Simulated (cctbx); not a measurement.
# Lattice, Laue class and space group of a new crystal

Cell: a = 3.3270 Å, b = 3.3270 Å, c = 48.2560 Å, α = 90.00°, β = 90.00°, γ = 120.00°. Expected content of the cell: Zr9 Zn12 C18.

Simulated single-crystal data (cctbx): Mo Kα, λ = 0.71073 Å, to d = 0.7 Å, 50 % of the full sphere, strongest reflection 70000 counts, noise from counting, a 4 % proportional error and a noise floor of 2 counts (s.d.); no absorption.

A first pass over the reflections prints:

```text
2914 reflections to d = 0.701 A
centring   violations  <I/sigma> of those
    A        451 of  1467      5.5
    B        430 of  1450      5.4
    C        451 of  1425      5.7
    I        460 of  1479      5.7
    R          0 of  1935      0.0
    F        666 of  2171      5.5
Laue class    unique    Rint  (classes that these axes allow; Friedel mates merged)
R -3 :H           324   0.028
R -3 m :H         236   0.029
space group    extra absences  I>4sigma  <I/sigma>
R 3 2 :H                0          0         -  acentric
R 3 m :H                0          0         -  acentric
R -3 m :H               0          0         -  centric
Wilson B = 0.98 A^2   <|E^2-1|> = 0.866 (0.968 centric, 0.736 acentric)   E^2>4: 1.7 %
shell (A)         n   <I/sigma>
16.09 - 1.40     43     27.6
 1.40 - 1.11     26     30.6
 1.11 - 0.97     30     36.3
 0.97 - 0.88     35     30.0
 0.88 - 0.82     23     27.5
 0.82 - 0.77     30     33.8
 0.77 - 0.73     22     27.8
 0.73 - 0.70     27     27.8
```

Q: Read the symmetry from these tables.

The reflections that R centring forbids are absent (⟨I/σ⟩ near 0), so the lattice is R.

Rint stays low (0.028) up to R -3 m :H, the highest class in these axes.

3 settings pass the absence test. No glide or screw absences show, which leaves R 3 2, R 3 m and R -3 m.

⟨|E²−1|⟩ = 0.866 lies between the two ideal values. The Wilson B of 0.98 Å² means U ≈ 0.0124 Å².

The true group is R-3m (no. 166), Laue class -3m, centrosymmetric. The tables only narrow the choice to the tied entries; cell content, site symmetry and trial solutions must settle it.

The model is made up (kin elements in a known structure type, no relaxation), so it says nothing on whether the phase exists.

[Logs are printed without paths, hosts, clocks, repeated set-up lines and the standing remarks that a program may print on its own settings, such as how far it seeks lower states.]
